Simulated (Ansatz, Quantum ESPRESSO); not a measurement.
# Where does added charge sit? 12 metal surfaces against an electrode

A charged slab and an electrode form a capacitor. How far does its effective gap ε₀/C fall short of the distance from the top atoms?

Set-up. Quantum ESPRESSO 7.5, ESM with bc3: vacuum below, a metal electrode at the cell's upper end. Ions are fixed where Ansatz 0.2.0 (PAW) or pw.x relaxed them, under PBE, with D3(BJ) for stacks. Runs without a † are unpolarised. C comes from the runs at the smallest and the largest positive charge, about 1.5 and 6×10¹³ e per cm² of the starting cell (electrons removed).

Results:

```
                              system                   level  top atoms to electrode (Å)  C (µF/cm²)  ε₀/C (Å)  shortfall (Å)  shift of the far face's level (eV)
                   Nb(110), 5 layers     PBE, GBRV ultrasoft                        5.03        2.93      3.02           2.01                                0.00
       Ag(111), 4 layers + Li on fcc     PBE, GBRV ultrasoft                        4.96        2.97      2.98           1.98                                0.00
Mo(110), 4 layers + Li on longbridge     PBE, GBRV ultrasoft                        7.06        1.73      5.10           1.95                               −0.01
                    W(100), 5 layers     PBE, GBRV ultrasoft                        7.04        1.74      5.10           1.94                                0.00
      Cd(0001), 4 layers + Na on fcc     PBE, GBRV ultrasoft                        6.68        1.86      4.76           1.92                               +0.01
      Mg(0001), 4 layers + Li on fcc     PBE, GBRV ultrasoft                        5.78        2.29      3.86           1.92                               −0.02
                   Mo(100), 5 layers     PBE, GBRV ultrasoft                        6.06        2.12      4.17           1.89                               −0.01
                    V(110), 5 layers     LDA, GBRV ultrasoft                        6.10        2.11      4.20           1.89                               +0.01
                   Nb(100), 5 layers  PBEsol, GBRV ultrasoft                        7.08        1.70      5.20           1.88                               +0.01
       Pb(111), 4 layers + Li on fcc     PBE, GBRV ultrasoft                        5.69        2.32      3.82           1.88                               −0.02
                    W(110), 5 layers     PBE, GBRV ultrasoft                        7.00        1.72      5.13           1.87                                0.00
                   Mo(110), 5 layers     LDA, GBRV ultrasoft                        5.03        2.78      3.18           1.85                               −0.01
```

**Reading.** The shortfall runs from 2.01 Å (Nb(110), 5 layers) to 1.85 Å (Mo(110), 5 layers). On 12 of 12 the far face's level moves by under 0.08 eV: these screen like a metal, and the shortfall is the height of the image plane over the top atoms. By hand, for the first row: C = (0.0462 − 0.0116) e / (7.700 Å² × 2.458 V) × 1602 = 2.93 µF/cm², and 8.854/2.93 = 3.02 Å.

What the numbers leave out: C was taken on the side of removed electrons; at zero charge the shortfall can differ. Slabs are four or five layers thick. Rows were grouped by the size of the shortfall, and levels differ between them. Of 226 systems run, those whose charged runs converged are listed in this or a sister table.

[Logs are printed without paths, hosts, clocks, repeated set-up lines and the standing remarks that a program may print on its own settings, such as how far it seeks lower states.]
